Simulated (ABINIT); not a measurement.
## InH3 (Pm-3m): zone-centre phonons

Aim: the zone-centre modes of InH3 (Pm-3m).

Calculated with ABINIT 10.8.3; DFT PBEsol, scalar-relativistic, plane waves, PseudoDojo norm-conserving pseudopotentials.

The structure was built from a prototype and need not be the compound's stable phase.

### Step 1. Starting point

The structure is cubic, space group Pm-3m (No. 221). Conventional cell: a = 4.268 Å, b = 4.268 Å, c = 4.268 Å, α = 90.00°, β = 90.00°, γ = 90.00°. In has 6 H at 2.13 Å nearest. H has 2 In at 2.13 Å nearest. Farther neighbours are not listed.

Coordinates:

```cif
data_structure
_symmetry_space_group_name_H-M 'Pm-3m'
_symmetry_Int_Tables_number 221
_cell_length_a 4.2680
_cell_length_b 4.2680
_cell_length_c 4.2680
_cell_angle_alpha 90.000
_cell_angle_beta 90.000
_cell_angle_gamma 90.000
_cell_volume 77.75
loop_
_atom_site_label
_atom_site_type_symbol
_atom_site_symmetry_multiplicity
_atom_site_Wyckoff_symbol
_atom_site_fract_x
_atom_site_fract_y
_atom_site_fract_z
_atom_site_occupancy
In1 In 1 a 0.00000 0.00000 0.00000 1
H1 H 3 d 0.50000 0.00000 0.00000 1
```

### Step 2. A probe with smearing

A first run with smearing and empty bands tells whether the crystal has a gap, which decides between fixed occupations and smearing later on.

probe.abi reads:

```
# ground state
tolvrs 1.0d-08
prtden 1
prtwf 1

# basis, mesh and filling
ecut 40.0
ecutsm 3.0
ngkpt 4 4 4
nshiftk 1
shiftk 0.0 0.0 0.0
istwfk *1
occopt 7
tsmear 0.005
nband 14
nstep 100
diemac 9.0
prtebands 0
prtgsr 0
useylm 1

# cell and atoms
acell 3*1.0 Angstrom
rprim 
    4.268 0.0 0.0
    0.0 4.268 0.0
    0.0 0.0 4.268
ntypat 2
znucl 49 1
natom 4
typat 1 2 2 2
xred 
    0.0 0.0 0.0
    0.5 0.0 0.0
    0.0 0.5 0.0
    0.0 0.0 0.5
pp_dirpath "./pseudo"
pseudos "In.upf, H.upf"
```

Launch:

```
> OMP_NUM_THREADS=1 mpirun -n 4 abinit probe.abi > probe.log
```

Numbers of over 12 decimals in the logs are rounded to 6 here.

probe.abo, the main output file:

```text
[banners, grids, parts of the stress and lines that vanish by symmetry left out]
- input  file    -> probe.abi
- output file    -> probe.abo
- root for input  files -> probei
[...]
Symmetries : space group Pm -3 m (#221); Bravais cP (primitive cubic)
[...]
mpw =        6382          nfft =      110592          nkpt =          10
[...]
== DATASET  1 ==================================================================
[...]
cutoff_energies: {ecut:  40.0, pawecutdg:  -1.0, }
[...]
ETOT  1  -67.104942814468    -6.710E+01 6.895E-01 3.534E+02
 ETOT  2  -67.907446658306    -8.025E-01 7.080E-03 2.437E+02
 ETOT  3  -67.944094648754    -3.665E-02 5.858E-03 2.227E+01
 ETOT  4  -67.946240224002    -2.146E-03 5.821E-04 4.775E+00
 ETOT  5  -67.946531055350    -2.908E-04 2.127E-04 7.066E-01
[...]
ETOT 10  -67.946622282174    -1.246E-10 5.569E-05 1.297E-08
 ETOT 11  -67.946622282177    -3.155E-12 2.806E-05 8.659E-10
 At SCF step   11       vres2   =  8.66E-10 < tolvrs=  1.00E-08 =>converged.
[...]
sigma(1 1)=  2.68643712E-04  sigma(3 2)=  0.00000000E+00
  sigma(2 2)=  2.68643712E-04  sigma(3 1)=  0.00000000E+00
  sigma(3 3)=  2.68643712E-04  sigma(2 1)=  0.00000000E+00
[...]
convergence: {deltae: -3.155E-12, res2:  8.659E-10, residm:  2.806E-05, diffor: null, }
etotal    :  -6.79466223E+01
[...]
sigma(1 1)=  2.68643712E-04  sigma(3 2)=  0.00000000E+00
  sigma(2 2)=  2.68643712E-04  sigma(3 1)=  0.00000000E+00
  sigma(3 3)=  2.68643712E-04  sigma(2 1)=  0.00000000E+00
[...]
- sigma(1 1)=  7.90377088E+00  sigma(3 2)=  0.00000000E+00
- sigma(2 2)=  7.90377088E+00  sigma(3 1)=  0.00000000E+00
- sigma(3 3)=  7.90377088E+00  sigma(2 1)=  0.00000000E+00
[...]
fcart     -0.0000000000E+00 -0.0000000000E+00 -0.0000000000E+00
           strten      2.6864371203E-04  2.6864371203E-04  2.6864371203E-04
================================================================================

[key lines of the parts left out:]
pressure_GPa:  -7.9038E+00
```

Wall time 9.6 s (4 MPI ranks of Arm Neoverse V1, shared host); 38 s of CPU time.

Numbers from this step:

| Property | Result |
| --- | --- |
| volume per atom | 19.44 Å³ |
| pressure | -7.904 GPa |
| gap on the k-mesh | 0 eV |

No gap opens on this mesh, so smearing is kept.

### Step 3. Rough relaxation

The typed start is rough, so a first relaxation with smearing and loose thresholds takes it towards rest cheaply.

prerelax.abi reads:

```
# relaxation
ionmov 2
optcell 2
dilatmx 1.15
chkdilatmx 0
ntime 40
tolmxf 3.0d-04
tolvrs 1.0d-10
prtwf 0
prtden 0
chksymtnons 0

# basis, mesh and filling
ecut 32.0
ecutsm 3.0
ngkpt 4 4 4
nshiftk 1
shiftk 0.0 0.0 0.0
istwfk *1
occopt 7
tsmear 0.005
nband 14
nstep 100
diemac 1000000.0
prtebands 0
prtgsr 0
useylm 1

# cell and atoms
acell 3*1.0 Angstrom
rprim 
    4.268 0.0 0.0
    0.0 4.268 0.0
    0.0 0.0 4.268
ntypat 2
znucl 49 1
natom 4
typat 1 2 2 2
xred 
    0.0 0.0 0.0
    0.5 0.0 0.0
    0.0 0.5 0.0
    0.0 0.0 0.5
pp_dirpath "./pseudo"
pseudos "In.upf, H.upf"
```

Launch:

```
> OMP_NUM_THREADS=1 mpirun -n 4 abinit prerelax.abi > prerelax.log
```

prerelax.abo, the main output file:

```text
[banners, grids, parts of the stress and lines that vanish by symmetry left out]
- input  file    -> prerelax.abi
- output file    -> prerelax.abo
- root for input  files -> prerelaxi
[...]
Symmetries : space group Pm -3 m (#221); Bravais cP (primitive cubic)
[...]
mpw =        6931          nfft =      110592          nkpt =          10
[...]
== DATASET  1 ==================================================================
[...]
cutoff_energies: {ecut:  32.0, pawecutdg:  -1.0, }
[...]
ETOT  1  -67.068669662638    -6.707E+01 8.937E-01 4.371E+02
 ETOT  2  -67.900525997522    -8.319E-01 5.270E-02 2.732E+02
 ETOT  3  -67.942273790781    -4.175E-02 7.231E-03 2.936E+01
 ETOT  4  -67.945438529436    -3.165E-03 7.171E-04 5.408E+00
 ETOT  5  -67.945765811228    -3.273E-04 9.857E-05 1.284E+00
[...]
At SCF step   12       vres2   =  6.40E-11 < tolvrs=  1.00E-10 =>converged.
[...]
ETOT 10  -67.971890815274    -2.260E-12 3.898E-05 5.085E-12
 At SCF step   10       vres2   =  5.08E-12 < tolvrs=  1.00E-10 =>converged.
[...]
sigma(1 1)= -1.88446243E-06  sigma(3 2)=  0.00000000E+00
  sigma(2 2)= -1.88446243E-06  sigma(3 1)=  0.00000000E+00
  sigma(3 3)= -1.88446243E-06  sigma(2 1)=  0.00000000E+00
[...]
convergence: {deltae: -2.260E-12, res2:  5.085E-12, residm:  3.898E-05, diffor: null, }
etotal    :  -6.79718908E+01
[...]
At Broyd/MD step   6, gradients are converged :
[...]
sigma(1 1)= -1.88446243E-06  sigma(3 2)=  0.00000000E+00
  sigma(2 2)= -1.88446243E-06  sigma(3 1)=  0.00000000E+00
  sigma(3 3)= -1.88446243E-06  sigma(2 1)=  0.00000000E+00
[...]
- sigma(1 1)= -5.54427988E-02  sigma(3 2)=  0.00000000E+00
- sigma(2 2)= -5.54427988E-02  sigma(3 1)=  0.00000000E+00
- sigma(3 3)= -5.54427988E-02  sigma(2 1)=  0.00000000E+00
[...]
fcart     -0.0000000000E+00 -0.0000000000E+00 -0.0000000000E+00
           strten     -1.8844624275E-06 -1.8844624275E-06 -1.8844624275E-06
================================================================================

[key lines of the parts left out:]
pressure_GPa:   5.5443E-02
Total energy (etotal) [Ha]= -6.79718908152744E+01
```

Elapsed: 49 s, on 4 MPI ranks.

Relaxation path:

| step | energy less that of the first step (eV) | largest force (eV/Å) | volume (Å³) |
| --- | --- | --- | --- |
| 1 | 0.0000 | 0.0000 | 77.75 |
| 2 | -0.0907 | 0.0000 | 75.88 |
| 3 | -0.3905 | 0.0000 | 46.46 |
| 4 | -0.6699 | 0.0000 | 59.93 |
| 5 | -0.7051 | 0.0000 | 56.72 |
| 6 | -0.7066 | 0.0000 | 55.87 |

| conventional cell, symmetrised | before | after | change |
| --- | --- | --- | --- |
| a (Å) | 4.268 | 3.823 | -10.4 % |
| b (Å) | 4.268 | 3.823 | -10.4 % |
| c (Å) | 4.268 | 3.823 | -10.4 % |
| volume (Å³/atom) | 19.44 | 13.97 | -28.1 % |

Final coordinates:

```cif
data_structure
_symmetry_space_group_name_H-M 'P 1'
_symmetry_Int_Tables_number 1
_cell_length_a 3.8229
_cell_length_b 3.8229
_cell_length_c 3.8229
_cell_angle_alpha 90.000
_cell_angle_beta 90.000
_cell_angle_gamma 90.000
_cell_volume 55.87
loop_
_atom_site_label
_atom_site_type_symbol
_atom_site_fract_x
_atom_site_fract_y
_atom_site_fract_z
_atom_site_occupancy
In1 In 0.00000 0.00000 0.00000 1
H2 H 0.50000 0.00000 0.00000 1
H3 H 0.00000 0.50000 0.00000 1
H4 H 0.00000 0.00000 0.50000 1
```

This step gave:

- volume per atom: 13.97 Å³
- pressure: 0.05544 GPa

The volume changes by -28.1 % in this run and stands -28.1 % from the first cell.

### Step 4. Rough relaxation

The cell changed much, so the rough relaxation is repeated on a basis made for the new cell.

prerelax.abi: that of step 3 with these lines changed.

```diff
@@ -31,5 +31,5 @@
 rprim 
-    4.268 0.0 0.0
-    0.0 4.268 0.0
-    0.0 0.0 4.268
+    3.822905609 0.0 0.0
+    0.0 3.822905609 0.0
+    0.0 0.0 3.822905609
 ntypat 2
```

prerelax.abo, the main output file:

```text
[banners, grids, parts of the stress and lines that vanish by symmetry left out]
- input  file    -> prerelax.abi
- output file    -> prerelax.abo
- root for input  files -> prerelaxi
[...]
Symmetries : space group Pm -3 m (#221); Bravais cP (primitive cubic)
[...]
mpw =        4982          nfft =       91125          nkpt =          10
[...]
== DATASET  1 ==================================================================
[...]
cutoff_energies: {ecut:  32.0, pawecutdg:  -1.0, }
[...]
ETOT  1  -67.563615312899    -6.756E+01 7.532E-01 8.297E+01
 ETOT  2  -67.971014594430    -4.074E-01 3.581E-03 1.131E+01
 ETOT  3  -67.971852420799    -8.378E-04 4.000E-04 3.039E+00
 ETOT  4  -67.971872763728    -2.034E-05 5.869E-04 5.364E-01
 ETOT  5  -67.971888306876    -1.554E-05 1.892E-04 5.926E-02
[...]
ETOT 10  -67.971890808400    -3.709E-12 4.473E-04 2.343E-09
 ETOT 11  -67.971890808397     2.061E-12 6.734E-05 2.754E-11
 At SCF step   11       vres2   =  2.75E-11 < tolvrs=  1.00E-10 =>converged.
[...]
sigma(1 1)= -1.88445204E-06  sigma(3 2)=  0.00000000E+00
  sigma(2 2)= -1.88445204E-06  sigma(3 1)=  0.00000000E+00
  sigma(3 3)= -1.88445204E-06  sigma(2 1)=  0.00000000E+00
[...]
convergence: {deltae:  2.061E-12, res2:  2.754E-11, residm:  6.734E-05, diffor: null, }
etotal    :  -6.79718908E+01
[...]
At Broyd/MD step   1, gradients are converged :
[...]
sigma(1 1)= -1.88445204E-06  sigma(3 2)=  0.00000000E+00
  sigma(2 2)= -1.88445204E-06  sigma(3 1)=  0.00000000E+00
  sigma(3 3)= -1.88445204E-06  sigma(2 1)=  0.00000000E+00
[...]
- sigma(1 1)= -5.54424932E-02  sigma(3 2)=  0.00000000E+00
- sigma(2 2)= -5.54424932E-02  sigma(3 1)=  0.00000000E+00
- sigma(3 3)= -5.54424932E-02  sigma(2 1)=  0.00000000E+00
[...]
fcart     -0.0000000000E+00 -0.0000000000E+00 -0.0000000000E+00
           strten     -1.8844520420E-06 -1.8844520420E-06 -1.8844520420E-06
================================================================================

[key lines of the parts left out:]
pressure_GPa:   5.5442E-02
Total energy (etotal) [Ha]= -6.79718908083975E+01
```

Wall time 9.4 s (4 MPI ranks).

Little changed from the start: no atom moved by 0.005 Å and no cell edge by 0.1 %.

The volume changes by +0.0 % in this run and stands -28.1 % from the first cell.

### Step 5. Relaxing the cell and atoms

The harmonic expansion needs vanishing forces, and a free crystal bears no stress, so cell and atoms are brought to rest. Stress is more sensitive to the basis than forces are: the last 3 Ha under the cutoff are smoothed with ecutsm.

relax.abi reads:

```
# relaxation
ionmov 2
optcell 2
dilatmx 1.08
ntime 40
tolmxf 1.0d-05
tolvrs 1.0d-14
prtwf 0
prtden 0
chksymtnons 0

# basis, mesh and filling
ecut 40.0
ecutsm 3.0
ngkpt 8 8 8
nshiftk 1
shiftk 0.0 0.0 0.0
istwfk *1
occopt 6
tsmear 0.01
nband 14
nstep 100
diemac 1000000.0
prtebands 0
prtgsr 0
useylm 1

# cell and atoms
acell 3*1.0 Angstrom
rprim 
    3.822905612 0.0 0.0
    0.0 3.822905612 0.0
    0.0 0.0 3.822905612
ntypat 2
znucl 49 1
natom 4
typat 1 2 2 2
xred 
    0.0 0.0 0.0
    0.5 0.0 0.0
    0.0 0.5 0.0
    0.0 0.0 0.5
pp_dirpath "./pseudo"
pseudos "In.upf, H.upf"
```

Launch:

```
> OMP_NUM_THREADS=1 mpirun -n 4 abinit relax.abi > relax.log
```

relax.abo, the main output file:

```text
[banners, grids, parts of the stress and lines that vanish by symmetry left out]
- input  file    -> relax.abi
- output file    -> relax.abo
- root for input  files -> relaxi
[...]
Symmetries : space group Pm -3 m (#221); Bravais cP (primitive cubic)
[...]
mpw =        5832          nfft =      110592          nkpt =          35
[...]
== DATASET  1 ==================================================================
[...]
cutoff_energies: {ecut:  40.0, pawecutdg:  -1.0, }
[...]
ETOT  1  -67.474589694733    -6.747E+01 7.845E-01 1.402E+02
 ETOT  2  -67.970027393095    -4.954E-01 4.147E-02 3.729E+01
 ETOT  3  -67.974114928298    -4.088E-03 2.315E-03 4.708E+00
 ETOT  4  -67.974141570795    -2.664E-05 7.977E-03 1.319E+00
 ETOT  5  -67.974161076662    -1.951E-05 2.122E-03 1.043E-01
[...]
At SCF step   14       vres2   =  2.48E-15 < tolvrs=  1.00E-14 =>converged.
[...]
sigma(1 1)=  1.06160525E-06  sigma(3 2)=  0.00000000E+00
  sigma(2 2)=  1.06160525E-06  sigma(3 1)=  0.00000000E+00
  sigma(3 3)=  1.06160525E-06  sigma(2 1)=  0.00000000E+00
[...]
convergence: {deltae: -1.134E-11, res2:  2.478E-15, residm:  1.210E-04, diffor: null, }
etotal    :  -6.79741647E+01
[...]
ETOT  1  -67.974164653194    -6.797E+01 7.733E-05 1.686E-03
[...]
At SCF step    9       vres2   =  6.39E-15 < tolvrs=  1.00E-14 =>converged.
[...]
sigma(1 1)=  9.08904090E-07  sigma(3 2)=  0.00000000E+00
  sigma(2 2)=  9.08904090E-07  sigma(3 1)=  0.00000000E+00
  sigma(3 3)=  9.08904090E-07  sigma(2 1)=  0.00000000E+00
[...]
convergence: {deltae: -1.421E-14, res2:  6.387E-15, residm:  3.233E-06, diffor: null, }
etotal    :  -6.79741648E+01
[...]
ETOT  1  -67.974161101420    -6.797E+01 3.118E-06 5.962E-02
[...]
ETOT  9  -67.974164857029    -1.720E-12 4.517E-07 2.526E-13
 ETOT 10  -67.974164857026     3.595E-12 1.589E-07 3.575E-15
 At SCF step   10       vres2   =  3.58E-15 < tolvrs=  1.00E-14 =>converged.
[...]
sigma(1 1)= -6.39732761E-10  sigma(3 2)=  0.00000000E+00
  sigma(2 2)= -6.39732760E-10  sigma(3 1)=  0.00000000E+00
  sigma(3 3)= -6.39732759E-10  sigma(2 1)=  0.00000000E+00
[...]
convergence: {deltae:  3.595E-12, res2:  3.575E-15, residm:  1.589E-07, diffor: null, }
etotal    :  -6.79741649E+01
[...]
At Broyd/MD step   3, gradients are converged :
[...]
sigma(1 1)= -6.39732761E-10  sigma(3 2)=  0.00000000E+00
  sigma(2 2)= -6.39732760E-10  sigma(3 1)=  0.00000000E+00
  sigma(3 3)= -6.39732759E-10  sigma(2 1)=  0.00000000E+00
[...]
- sigma(1 1)= -1.88215876E-05  sigma(3 2)=  0.00000000E+00
- sigma(2 2)= -1.88215876E-05  sigma(3 1)=  0.00000000E+00
- sigma(3 3)= -1.88215876E-05  sigma(2 1)=  0.00000000E+00
[...]
fcart     -0.0000000000E+00 -0.0000000000E+00 -0.0000000000E+00
           strten     -6.3973276069E-10 -6.3973275982E-10 -6.3973275852E-10
================================================================================

[key lines of the parts left out:]
pressure_GPa:   1.8822E-05
Total energy (etotal) [Ha]= -6.79741648570257E+01
```

The job ended after 62 s (4 MPI ranks; 4.1 min of CPU time).

Little changed from the start: no atom moved by 0.005 Å and no cell edge by 0.1 %.

Read from the output:

- volume per atom: 13.96 Å³
- pressure: 1.88e-5 GPa

The volume changes by -0.1 % in this run and stands -28.2 % from the first cell.

### Step 6. Self-consistent run for the response

The response is built on these wavefunctions, so the potential is converged far more tightly than an energy would need. ecutsm is kept as in the relaxation, so that the cell stays at rest. Smearing stays on, as the first look found no gap above 0.3 eV.

gs.abi reads:

```
# ground state
tolvrs 1.0d-16
prtden 1
prtwf 1

# basis, mesh and filling
ecut 40.0
ecutsm 3.0
ngkpt 8 8 8
nshiftk 1
shiftk 0.0 0.0 0.0
istwfk *1
occopt 6
tsmear 0.01
nband 14
nstep 100
diemac 1000000.0
prtebands 0
prtgsr 0
useylm 1

# cell and atoms
acell 3*1.0 Angstrom
rprim 
    3.822059651 0.0 0.0
    0.0 3.822059651 0.0
    0.0 0.0 3.822059651
ntypat 2
znucl 49 1
natom 4
typat 1 2 2 2
xred 
    0.0 0.0 0.0
    0.5 0.0 0.0
    0.0 0.5 0.0
    0.0 0.0 0.5
pp_dirpath "./pseudo"
pseudos "In.upf, H.upf"
```

Launch:

```
> OMP_NUM_THREADS=1 mpirun -n 4 abinit gs.abi > gs.log
```

gs.abo, the main output file:

```text
[banners, grids, parts of the stress and lines that vanish by symmetry left out]
- input  file    -> gs.abi
- output file    -> gs.abo
- root for input  files -> gsi
[...]
Symmetries : space group Pm -3 m (#221); Bravais cP (primitive cubic)
[...]
mpw =        4632          nfft =       91125          nkpt =          35
[...]
== DATASET  1 ==================================================================
[...]
cutoff_energies: {ecut:  40.0, pawecutdg:  -1.0, }
[...]
ETOT  1  -67.501762681625    -6.750E+01 7.377E-01 1.065E+02
 ETOT  2  -67.971467117586    -4.697E-01 2.063E-02 2.291E+01
 ETOT  3  -67.974122656771    -2.656E-03 7.606E-03 3.432E+00
 ETOT  4  -67.974145007480    -2.235E-05 2.525E-03 8.923E-01
 ETOT  5  -67.974161179659    -1.617E-05 1.246E-03 7.797E-02
[...]
ETOT 15  -67.974164851368    -3.567E-12 4.294E-05 4.181E-16
 ETOT 16  -67.974164851375    -7.134E-12 4.398E-05 2.406E-18
 At SCF step   16       vres2   =  2.41E-18 < tolvrs=  1.00E-16 =>converged.
[...]
sigma(1 1)= -5.63484742E-10  sigma(3 2)=  0.00000000E+00
  sigma(2 2)= -5.63484743E-10  sigma(3 1)=  0.00000000E+00
  sigma(3 3)= -5.63484744E-10  sigma(2 1)=  0.00000000E+00
[...]
convergence: {deltae: -7.134E-12, res2:  2.406E-18, residm:  4.398E-05, diffor: null, }
etotal    :  -6.79741649E+01
[...]
sigma(1 1)= -5.63484742E-10  sigma(3 2)=  0.00000000E+00
  sigma(2 2)= -5.63484743E-10  sigma(3 1)=  0.00000000E+00
  sigma(3 3)= -5.63484744E-10  sigma(2 1)=  0.00000000E+00
[...]
- sigma(1 1)= -1.65782935E-05  sigma(3 2)=  0.00000000E+00
- sigma(2 2)= -1.65782935E-05  sigma(3 1)=  0.00000000E+00
- sigma(3 3)= -1.65782935E-05  sigma(2 1)=  0.00000000E+00
[...]
fcart     -0.0000000000E+00 -0.0000000000E+00 -0.0000000000E+00
           strten     -5.6348474194E-10 -5.6348474281E-10 -5.6348474367E-10
================================================================================

[key lines of the parts left out:]
pressure_GPa:   1.6578E-05
```

Wall time 30 s (4 MPI ranks).

This step gave:

```
pressure : 1.66e-5 GPa
```

The cell stands at 1.7e-5 GPa, close enough for phonons.

(Continued in part 2 of 3.)

[Host names and launcher messages were left out of these logs when they were recorded.]

[Logs are printed without paths, hosts, clocks, repeated set-up lines and the standing remarks that a program may print on its own settings, such as how far it seeks lower states.]

[Hosts, paths, dates, database ids (printed as entryN), source tags and the programs' standing remarks are cut or masked in the printed files.]
